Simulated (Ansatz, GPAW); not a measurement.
# A 11-layer slab of Sr(110): work function by functional and basis, part 3 of 4

Wanted: work functions and dipole of a 11-layer slab of Sr(110), with the cost of each level.

GPAW 26.7.0 and Ansatz 0.2.0; Ansatz plane waves; slab in vacuum with a dipole correction, relaxation (the session's first sound run).

So far, upper work function (eV): step 2 (relaxation, PBE) 2.59; step 3 (the slab's potential, PBE, GPAW) 2.60; step 4 (OptPBE vdW: xc = "optPBE-vdW", GPAW, PAW setups, GPAW) 2.75; step 5 (self-consistent run: xc = "RPBE") 2.52; step 6 (self-consistent run: xc = "revPBE") 2.52.

**7. Self-consistent run: xc = "vdW-DF2"**

Level of this step: GPAW, PAW setups; slab in vacuum (GPAW).

The same geometry under vdW-DF2, to see how far the functional moves the levels against the vacuum (the van der Waals functionals take revPBE setups).

The input, run.py:

```python
import json
import numpy as np
from ase import Atoms
from gpaw import GPAW, PW

slab = Atoms(
    ['Sr', 'Sr', 'Sr', 'Sr', 'Sr', 'Sr', 'Sr', 'Sr', 'Sr', 'Sr', 'Sr'],
    positions=[
        [0.00000, 0.00000, 8.00000],
        [3.04000, 2.14960, 10.14960],
        [0.00000, 0.00000, 12.29921],
        [3.04000, 2.14960, 14.44881],
        [0.00000, 0.00000, 16.59842],
        [3.04000, 2.14960, 18.72044],
        [0.00000, 0.00000, 20.85034],
        [3.04000, 2.14960, 22.97439],
        [0.00000, 0.00000, 25.12953],
        [3.04000, 2.14960, 27.21470],
        [0.00000, 0.00000, 29.30367]],
    cell=[[6.08, 0.0, 0.0], [0.0, 4.29921, 0.0], [0.0, 0.0, 37.49605]],
    pbc=[True, True, False])

slab.calc = GPAW(mode=PW(400), xc='vdW-DF2', kpts={'size': (5, 7, 1), 'gamma': True},
                 occupations={'name': 'fermi-dirac', 'width': 0.1}, nbands='160%',
                 convergence={'density': 1e-05}, maxiter=200,
                 poissonsolver={'dipolelayer': 'xy'},
                 symmetry={'tolerance': 1e-3}, txt='slab.txt')
result = {}
energy = slab.get_potential_energy()
fermi = slab.calc.get_fermi_level()
v = slab.calc.get_electrostatic_potential().mean((0, 1)) - fermi
n = slab.calc.get_pseudo_density().mean((0, 1))
L = slab.cell[2, 2]
z = np.arange(len(v)) * L / len(v)
low, high = slab.positions[:, 2].min(), slab.positions[:, 2].max()
below, above = np.interp([low - 5.8, high + 5.8], z, v)
slopes = [np.interp(x, z, np.gradient(v, z)) for x in (low - 5.8, high + 5.8)]
eps = np.array([[slab.calc.get_eigenvalues(k, s) for k in range(len(slab.calc.get_ibz_k_points()))]
                for s in range(slab.calc.get_number_of_spins())]) - fermi
top, bottom = eps[eps < 0].max(), eps[eps > 0].min()
dipole = slab.get_dipole_moment()[2]
print(f'energy {energy:.4f} eV, Fermi level {fermi:.4f} eV, dipole {dipole:.5f} e A')
print(f'potential 5.8 A off the faces, from the Fermi level: lower {below:.4f} eV, upper {above:.4f} eV')
print(f'slope of the potential there: lower {slopes[0]:.5f}, upper {slopes[1]:.5f} eV/A')
print(f'nearest levels on the mesh: {top:.4f} and {bottom:.4f} eV')
print('magnetic moment', round(slab.get_magnetic_moment(), 3))
result.update(energy=energy, fermi=fermi, dipole=dipole, below=below, above=above, slopes=slopes, edges=[top, bottom],
              z=z.tolist(), v=v.tolist(), n=n.tolist(), positions=slab.positions.tolist(),
              forces=slab.get_forces(apply_constraint=False).tolist(), moments=slab.get_magnetic_moments().tolist())
json.dump(result, open('result.json', 'w'))
```

On the command line:

```
OMP_NUM_THREADS=1 OPENBLAS_NUM_THREADS=1 python run.py
```

The program printed:

```text
energy -836.0507 eV, Fermi level 1.1755 eV, dipole -0.00040 e A
potential 5.8 A off the faces, from the Fermi level: lower 2.8553 eV, upper 2.8582 eV
slope of the potential there: lower -0.00176, upper 0.00176 eV/A
nearest levels on the mesh: -0.0028 and 0.0103 eV
magnetic moment 0.0
```

It took 69 min on 1 thread of Arm Neoverse N1, shared host; peak memory 1.2 GiB.

This step gave:

- dipole along the normal: -4.04e-4 e·Å
- levels nearest the Fermi level on the mesh: -0.002804, 0.01034 eV from the Fermi level
- upper work function: 2.858 eV
- lower work function: 2.855 eV

The electrostatic potential energy of an electron (without an applied field's), less the Fermi level, planar mean oscillates, so the rows of the table below give means over windows of 2.14 Å about each position, cut where the curve ends. Its maxima inside the range that stand out by 2 % of the span (Å: eV): 9.1: -0.948, 11.2: -0.816, 13.4: -0.828, 15.5: -0.823, 17.7: -0.918, 19.7: -0.918, 22.0: -0.933, 24.1: -0.809, 26.1: -1.04, 28.3: -1.17. Its minima: 8.0: -7.09, 10.2: -6.80, 12.2: -6.71, 14.5: -6.85, 16.6: -6.86, 18.7: -6.86, 20.9: -6.84, 22.9: -6.81, 25.2: -6.84, 27.2: -6.85, 29.2: -7.08.

The electrostatic potential energy of an electron (without an applied field's), less the Fermi level, planar mean by z; means over each step:

```
z (Å)  electrostatic potential energy of an electron (without an applied field's), less the Fermi level, planar mean (eV)
 1.07                                                                                                                2.86
 3.21                                                                                                                2.85
 5.35                                                                                                                2.53
 7.49                                                                                                               -2.69
 9.63                                                                                                               -3.48
11.77                                                                                                               -3.42
13.91                                                                                                               -3.42
16.05                                                                                                               -3.43
18.19                                                                                                               -3.49
20.33                                                                                                               -3.46
22.47                                                                                                               -3.47
24.61                                                                                                               -3.43
26.75                                                                                                               -3.55
28.89                                                                                                               -3.68
31.03                                                                                                                1.53
33.17                                                                                                                2.81
35.31                                                                                                                2.86
```

The upper face's work function is 2.858 eV, against 2.597 eV in the first plane-wave PBE run at this geometry.

**8. Self-consistent run: xc = "LDA"**

The same geometry under LDA, to see how far the functional moves the levels against the vacuum.

Changes to run.py since step 7:

```diff
@@ -22,3 +22,3 @@
 
-slab.calc = GPAW(mode=PW(400), xc='vdW-DF2', kpts={'size': (5, 7, 1), 'gamma': True},
+slab.calc = GPAW(mode=PW(400), xc='LDA', kpts={'size': (5, 7, 1), 'gamma': True},
                  occupations={'name': 'fermi-dirac', 'width': 0.1}, nbands='160%',
```

The program printed:

```text
energy -19.4683 eV, Fermi level 1.0920 eV, dipole -0.00038 e A
potential 5.8 A off the faces, from the Fermi level: lower 2.7195 eV, upper 2.7222 eV
slope of the potential there: lower -0.00088, upper 0.00086 eV/A
nearest levels on the mesh: -0.0752 and 0.0131 eV
magnetic moment 0.0
```

Run time: 47 min. Hardware: 1 thread; peak memory 0.72 GiB.

Numbers from this step:

| Item | Value |
| --- | --- |
| dipole along the normal | -3.76e-4 e·Å |
| levels nearest the Fermi level on the mesh | -0.07523, 0.01312 eV from the Fermi level |
| upper work function | 2.722 eV |
| lower work function | 2.719 eV |

The upper face's work function is 2.722 eV, against 2.597 eV in the first plane-wave PBE run at this geometry.

**9. Real-space grid: mode = "fd"**

A real-space grid is a second complete basis, so it checks the plane-wave result.

Changes to run.py since step 8:

```diff
@@ -3,3 +3,3 @@
 from ase import Atoms
-from gpaw import GPAW, PW
+from gpaw import GPAW
 
@@ -22,3 +22,3 @@
 
-slab.calc = GPAW(mode=PW(400), xc='LDA', kpts={'size': (5, 7, 1), 'gamma': True},
+slab.calc = GPAW(mode='fd', h=0.18, xc='PBE', kpts={'size': (5, 7, 1), 'gamma': True},
                  occupations={'name': 'fermi-dirac', 'width': 0.1}, nbands='160%',
```

The program printed:

```text
energy -17.2375 eV, Fermi level -2.5957 eV, dipole -0.00035 e A
potential 5.8 A off the faces, from the Fermi level: lower 2.5941 eV, upper 2.5965 eV
slope of the potential there: lower -0.00090, upper 0.00093 eV/A
nearest levels on the mesh: -0.0081 and 0.0101 eV
magnetic moment 0.0
```

The job ended after 2.4 h (1 thread; peak memory 4.1 GiB).

This step gave:

- dipole along the normal: -3.47e-4 e·Å
- levels nearest the Fermi level on the mesh: -0.008107, 0.01013 eV from the Fermi level
- upper work function: 2.596 eV
- lower work function: 2.594 eV

The upper face's work function is 2.596 eV, against 2.597 eV in the first plane-wave PBE run at this geometry.

**10. Cost and result by level**

Times are for 1 thread of Arm Neoverse N1, shared host. The runs compared:

```
no.         run  upper work function (eV)  lower work function (eV)    time  memory (GiB)
  1          pw                     2.597                     2.595  50 min          0.72
  2  optPBE vdW                     2.749                     2.746  40 min           1.2
  3        RPBE                     2.519                     2.518  44 min          0.72
  4      revPBE                     2.522                     2.520  41 min          0.72
  5     vdW DF2                     2.858                     2.855  69 min           1.2
  6         LDA                     2.722                     2.719  47 min          0.72
  7          fd                     2.596                     2.594   2.4 h           4.1
```

(Continued in part 4 of 4.)

[Logs are printed without paths, hosts, clocks, repeated set-up lines and the standing remarks that a program may print on its own settings, such as how far it seeks lower states.]

[Hosts, paths, dates, database ids (printed as entryN), source tags and the programs' standing remarks are cut or masked in the printed files.]
